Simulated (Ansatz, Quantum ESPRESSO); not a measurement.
# F-SiSi-F chair, 1 layer in an electric field, part 6 of 6

Wanted: polarisability and gap of F-SiSi-F chair, 1 layer against a perpendicular field.

Quantum ESPRESSO 7.5; plane-wave DFT, PBE, GBRV ultrasoft pseudopotentials; geometry and cross-check by Ansatz 0.2.0 with PAW datasets.

So far. Step 14 (Density by pp.x): The density integrates to 22.000 electrons, as the 22 of the input ask. Step 19 (The same in Ansatz: field 0.1 V/Å): At 0.1 V/Å Ansatz's dipole is 0.0247 e Å against 0.0247 from pw.x.

### Step 22. Self-consistent run, with K_POINTS = [6, 6, 1]

How much does a setting matter? One run is repeated with a change.

Level of this step: plane-wave DFT, PBE, GBRV ultrasoft pseudopotentials (Quantum ESPRESSO 7.5).

The input, f1.w0.in:

```
&control
  prefix = 'f1.w0'
  outdir = './out'
  pseudo_dir = './pseudo'
  calculation = 'scf'
  tprnfor = .true.
  tefield = .true.
  dipfield = .true.
/
&system
  ibrav = 0
  nat = 4
  ntyp = 2
  ecutwfc = 40
  ecutrho = 200
  occupations = 'smearing'
  smearing = 'fd'
  degauss = 0.004
  edir = 3
  emaxpos = 0.97
  eopreg = 0.04
  eamp = 0.00194469
/
&electrons
  conv_thr = 1e-09
  mixing_beta = 0.4
  electron_maxstep = 120
  mixing_mode = 'plain'
/
ATOMIC_SPECIES
  F   18.9984  f_pbe_v1.4.uspp.F.UPF
  Si  28.0850  si_pbe_v1.uspp.F.UPF
CELL_PARAMETERS angstrom
  3.96747604881129 0.00000000000000 -0.00000000000000
  -1.98373802440565 3.43593504717689 0.00000000000000
  -0.00000000000000 -0.00000000000000 21.10000000000000
ATOMIC_POSITIONS crystal
  F   0.666666666667 0.333333333333 0.406266913793
  Si  0.666666666667 0.333333333333 0.483403134678
  Si  0.333333333333 0.666666666667 0.516596853651
  F   0.333333333333 0.666666666667 0.593733097877
K_POINTS automatic
  6 6 1 0 0 0
```

The run is started by

```
OMP_NUM_THREADS=1 mpirun -n 4 pw.x -nk 2 -in f1.w0.in > f1.w0.out
```

What it wrote:

```text
[banner, memory and clock lines left out]
Program PWSCF v.7.5 starts
[citation notice left out]

[...]
bravais-lattice index     =            0
     lattice parameter (alat)  =       7.4974  a.u.
     unit-cell volume          =    1941.0571 (a.u.)^3
     number of atoms/cell      =            4
     number of atomic types    =            2
     number of electrons       =        22.00
     number of Kohn-Sham states=           15
     kinetic-energy cutoff     =      40.0000  Ry
     charge density cutoff     =     200.0000  Ry
     scf convergence threshold =      1.0E-09
     mixing beta               =       0.4000
     number of iterations used =            8  plain     mixing
     Exchange-correlation= SLA  PW   PBE  PBE
                           (   1   4   3   4   0   0   0)

[...]
PseudoPot. # 1 for F  read from file:
     ./pseudo/f_pbe_v1.4.uspp.F.UPF
     Pseudo is Ultrasoft, Zval =  7.0
     Generated by new atomic code, or converted to UPF format
     Using radial grid of  799 points,  4 beta functions with:
                l(1) =   0
                l(2) =   0
                l(3) =   1
                l(4) =   1
     Q(r) pseudized with  8 coefficients,  rinner =    0.950   0.950   0.950

     PseudoPot. # 2 for Si read from file:
     ./pseudo/si_pbe_v1.uspp.F.UPF
     Pseudo is Ultrasoft + core correction, Zval =  4.0
     Generated by new atomic code, or converted to UPF format
     Using radial grid of  899 points,  6 beta functions with:
                l(1) =   0
                l(2) =   0
                l(3) =   1
                l(4) =   1
                l(5) =   2
                l(6) =   2
     Q(r) pseudized with  8 coefficients,  rinner =    0.900   0.900   0.900
                                                       0.900   0.900

     atomic species   valence    mass     pseudopotential
     F                 7.00    18.99840     F ( 1.00)
     Si                4.00    28.08500     Si( 1.00)

     No symmetry found

[...]
number of k points=    20  Fermi-Dirac smearing, width (Ry)=  0.0040
[...]
Dense  grid:    92699 G-vectors     FFT dimensions: (  36,  36, 180)

     Smooth grid:    66113 G-vectors     FFT dimensions: (  32,  32, 162)

     Initial potential from superposition of free atoms

     starting charge      21.9987, renormalised to      22.0000

     negative rho (up, down):  8.980E-04 0.000E+00

     Adding external electric field

     Computed dipole along edir(3) :
        Dipole                0.0000 Ry au,          0.0000 Debye
        Dipole field          0.0000 Ry au,

        E field amplitude [Ha a.u.]:  1.9447E-03
        Potential amp.        0.1489 Ry
        Total length         38.2783 bohr

     Starting wfcs are   16 randomized atomic wfcs

     per-process dynamical memory:    40.6 Mb

     Self-consistent Calculation

     iteration #  1     ecut=    40.00 Ry     beta= 0.40
     Davidson diagonalization with overlap
     ethr =  1.00E-02,  avg # of iterations =  3.0

     negative rho (up, down):  8.672E-04 0.000E+00

     Adding external electric field

     Computed dipole along edir(3) :
        Dipole                0.0519 Ry au,          0.1319 Debye
        Dipole field          0.0003 Ry au,

        E field amplitude [Ha a.u.]:  1.9447E-03
        Potential amp.        0.1232 Ry
        Total length         38.2783 bohr

     total energy              =    -116.52531321 Ry
     estimated scf accuracy    <       0.35969104 Ry

     iteration #  2     ecut=    40.00 Ry     beta= 0.40
[...]
negative rho (up, down):  9.255E-04 0.000E+00

[...]
Dipole                0.0380 Ry au,          0.0965 Debye
[...]
E field amplitude [Ha a.u.]:  1.9447E-03
[...]
total energy              =    -116.60351984 Ry
     estimated scf accuracy    <       0.04684898 Ry

     iteration #  3     ecut=    40.00 Ry     beta= 0.40
[...]
negative rho (up, down):  1.017E-03 0.000E+00

[...]
Dipole                0.0592 Ry au,          0.1505 Debye
[...]
E field amplitude [Ha a.u.]:  1.9447E-03
[...]
total energy              =    -116.60502814 Ry
     estimated scf accuracy    <       0.01255100 Ry

     iteration #  4     ecut=    40.00 Ry     beta= 0.40
[...]
negative rho (up, down):  1.029E-03 0.000E+00

[...]
Dipole                0.0447 Ry au,          0.1136 Debye
[...]
E field amplitude [Ha a.u.]:  1.9447E-03
[...]
total energy              =    -116.60555919 Ry
     estimated scf accuracy    <       0.00094654 Ry

     iteration #  5     ecut=    40.00 Ry     beta= 0.40
[...]
negative rho (up, down):  1.041E-03 0.000E+00

[...]
Dipole                0.0474 Ry au,          0.1204 Debye
[...]
E field amplitude [Ha a.u.]:  1.9447E-03
[...]
total energy              =    -116.60564484 Ry
     estimated scf accuracy    <       0.00015231 Ry

     iteration #  6     ecut=    40.00 Ry     beta= 0.40
[...]
negative rho (up, down):  1.052E-03 0.000E+00

[...]
Dipole                0.0467 Ry au,          0.1187 Debye
[...]
E field amplitude [Ha a.u.]:  1.9447E-03
[...]
total energy              =    -116.60569495 Ry
     estimated scf accuracy    <       0.00013626 Ry

     iteration #  7     ecut=    40.00 Ry     beta= 0.40
[...]
negative rho (up, down):  1.058E-03 0.000E+00

[...]
Dipole                0.0466 Ry au,          0.1184 Debye
[...]
E field amplitude [Ha a.u.]:  1.9447E-03
[...]
total energy              =    -116.60570920 Ry
     estimated scf accuracy    <       0.00000556 Ry

     iteration #  8     ecut=    40.00 Ry     beta= 0.40
[...]
negative rho (up, down):  1.061E-03 0.000E+00

[...]
Dipole                0.0467 Ry au,          0.1186 Debye
[...]
E field amplitude [Ha a.u.]:  1.9447E-03
[...]
total energy              =    -116.60571135 Ry
     estimated scf accuracy    <       0.00000022 Ry

     iteration #  9     ecut=    40.00 Ry     beta= 0.40
[...]
negative rho (up, down):  1.063E-03 0.000E+00

[...]
Dipole                0.0467 Ry au,          0.1186 Debye
[...]
E field amplitude [Ha a.u.]:  1.9447E-03
[...]
total energy              =    -116.60571137 Ry
     estimated scf accuracy    <       0.00000011 Ry

     iteration # 10     ecut=    40.00 Ry     beta= 0.40
[...]
negative rho (up, down):  1.064E-03 0.000E+00

[...]
Dipole                0.0467 Ry au,          0.1186 Debye
[...]
E field amplitude [Ha a.u.]:  1.9447E-03
[...]
total energy              =    -116.60571140 Ry
     estimated scf accuracy    <          8.9E-09 Ry

     iteration # 11     ecut=    40.00 Ry     beta= 0.40
[...]
negative rho (up, down):  1.066E-03 0.000E+00

[...]
Dipole                0.0467 Ry au,          0.1186 Debye
[...]
E field amplitude [Ha a.u.]:  1.9447E-03
[...]
End of self-consistent calculation

          k = 0.0000 0.0000 0.0000 (  8259 PWs)   bands (ev):

   -28.5040 -28.3998 -14.2346 -11.2125  -9.7486  -9.1929  -9.1929  -9.0105
    -9.0105  -4.0410  -4.0410  -3.3575  -0.3889  -0.3312  -0.3312

          k = 0.0000 0.1925 0.0000 (  8345 PWs)   bands (ev):

   -28.4993 -28.3958 -13.9951 -11.2426  -9.8163  -9.3575  -9.2425  -9.0232
    -8.9723  -5.5716  -4.4326  -2.7156  -0.8236   0.6810   1.1083

[...]
the Fermi energy is    -3.6803 ev

!    total energy              =    -116.60571140 Ry
     estimated scf accuracy    <          6.0E-10 Ry
     smearing contrib. (-TS)   =      -0.00000858 Ry
     internal energy E=F+TS    =    -116.60570283 Ry

     The total energy is F=E-TS. E is the sum of the following terms:
     one-electron contribution =    -517.11255793 Ry
     hartree contribution      =     263.67363618 Ry
     xc contribution           =     -27.33190626 Ry
     ewald contribution        =     164.16529260 Ry
     electric field correction =      -0.00016742 Ry

     convergence has been achieved in  11 iterations

     negative rho (up, down):  1.066E-03 0.000E+00

     Forces acting on atoms (cartesian axes, Ry/au):

     atom    1 type  1   force =    -0.00000001   -0.00000000   -0.00754375
     atom    2 type  2   force =    -0.00000000    0.00000000    0.00792285
     atom    3 type  2   force =    -0.00000000   -0.00000002   -0.00345315
     atom    4 type  1   force =     0.00000001    0.00000002    0.00307405

     Total force =     0.011877     Total SCF correction =     0.000067

[...]
```

The job ended after 13 s (4 MPI ranks of Arm Neoverse V1, shared host; peak memory 0.37 GiB; 52 s of CPU time).

The changed values were drawn from a wide range, not chosen for quality; the comparison shows what they did here together.

Beside the run it was changed from:

| quantity | this run | unchanged run | difference |
| --- | --- | --- | --- |
| dipole along the normal (e·Å) | 0.02469 | 0.02471 | -2.1e-5 |
| free energy (eV) | -1586.502 | -1586.515 | 0.014 |
| wall time (s) | 13 | 33 |  |
| SCF iterations | 11 | 6 |  |

The free energy moves by +3.4 meV an atom.

This run starts from superposed atoms, the unchanged one from a saved density, so their iteration counts don't compare.

The physical values in this table move by up to 0.084 %.

### Step 23. SCF with pw.x, with ecutwcf = 40

Another try, with an input changed as a hurried user might.

The input, f1.bad.in:

```
&control
  prefix = 'f1.bad'
  outdir = './out'
  pseudo_dir = './pseudo'
  calculation = 'scf'
  tprnfor = .true.
  tefield = .true.
  dipfield = .true.
/
&system
  ibrav = 0
  nat = 4
  ntyp = 2
  ecutwfc = 40
  ecutrho = 200
  occupations = 'smearing'
  smearing = 'fd'
  degauss = 0.004
  edir = 3
  emaxpos = 0.97
  eopreg = 0.04
  eamp = 0.00194469
  ecutwcf = 40
/
&electrons
  conv_thr = 1e-09
  mixing_beta = 0.4
  electron_maxstep = 75
  mixing_mode = 'plain'
/
ATOMIC_SPECIES
  F   18.9984  f_pbe_v1.4.uspp.F.UPF
  Si  28.0850  si_pbe_v1.uspp.F.UPF
CELL_PARAMETERS angstrom
  3.96747604881129 0.00000000000000 -0.00000000000000
  -1.98373802440565 3.43593504717689 0.00000000000000
  -0.00000000000000 -0.00000000000000 21.10000000000000
ATOMIC_POSITIONS crystal
  F   0.666666666667 0.333333333333 0.406266913793
  Si  0.666666666667 0.333333333333 0.483403134678
  Si  0.333333333333 0.666666666667 0.516596853651
  F   0.333333333333 0.666666666667 0.593733097877
K_POINTS automatic
  12 12 1 0 0 0
```

The run is started by

```
OMP_NUM_THREADS=1 mpirun -n 4 pw.x -nk 4 -in f1.bad.in > f1.bad.out
```

What it wrote:

```text
[banner, memory and clock lines left out]
Program PWSCF v.7.5 starts

          URL

 %%%%%%%%%%%%%%%%%%%%%%%%%%%%%%%%%%%%%%%%%%%%%%%%%%%%%%%%%%%%%%%%%%%%%%%%%%%%%%
     Error in routine  read_namelists (1):
      bad line in namelist &system: "  ecutwcf = 40" (error could be in the previous line)
 %%%%%%%%%%%%%%%%%%%%%%%%%%%%%%%%%%%%%%%%%%%%%%%%%%%%%%%%%%%%%%%%%%%%%%%%%%%%%%

     stopping ...
[the rest left out]
```

Elapsed: 0.48 s, on 4 MPI ranks; peak memory 0.11 GiB.

The program refused the input before any cycle.

The program's message: “Error in routine  read_namelists (1): bad line in namelist &system: "  ecutwcf = 40" (error could be in the previous line)”

A key was misspelt on purpose.

The message: “read_namelists (1): bad line in namelist &system: " ecutwcf = 40" (error could be in the previous line)”. The namelist reader stops at a key that the namelist doesn't hold; the line has to be put right or, where the proper key already stands in the input, deleted.

### Step 24. A check by hand

α = Δp/E = (0.02471 − (0.00000)) e Å / 0.1 V/Å = 0.2471 e Å²/V; times e/(4πε₀) = 14.40 V Å this is 3.559 Å³. With A = 13.632 Å², 4πα/A = 3.280 Å.

### Step 25. Results

| Quantity | Value |
| --- | --- |
| polarisability along the normal, a cell | 3.56 Å³ |
| sheet polarisability 4πα/A | 3.28 Å |
| dipole without a field | 0 e·Å |
| Kohn-Sham ionisation potential, upper face | 6.50 eV |
| gap along the path at 0 V/Å | 0.69 eV |
| gap along the path at 0.2 V/Å | 0.69 eV |
| gap along the path at 0.4 V/Å | 0.68 eV |

**Reading.** The sheet answers a field with a polarisability of 3.56 Å³ a cell, or 4πα/A = 3.28 Å (PBE, GBRV ultrasoft). In pw.x the dipole follows the field linearly over the range tried. A perfect conductor 3.28 Å thick would screen alike; the outer atoms lie 3.96 Å apart. At 0.1 V/Å the sheet takes 0.328 eV off the potential drop. At 0.2 V/Å the gap along the path is unchanged within 0.01 eV. Quantum ESPRESSO and Ansatz give 3.559 and 3.561 Å³ for the polarisability (pw.x from 0 and 0.1 V/Å, Ansatz from ±0.1 V/Å), which agree. The ions stay at their zero-field places, so this is the electrons' response alone. Semilocal gaps are too small, and in strong fields empty levels can belong to the vacuum.

[Logs are printed without paths, hosts, clocks, repeated set-up lines and the standing remarks that a program may print on its own settings, such as how far it seeks lower states.]

[Hosts, paths, dates, database ids (printed as entryN), source tags and the programs' standing remarks are cut or masked in the printed files.]

[Maps of the electrostatic potential energy from Ansatz leave out the sawtooth potential of an applied field or a dipole correction, so their vacuum need not be flat; planar profiles and work functions include it.]
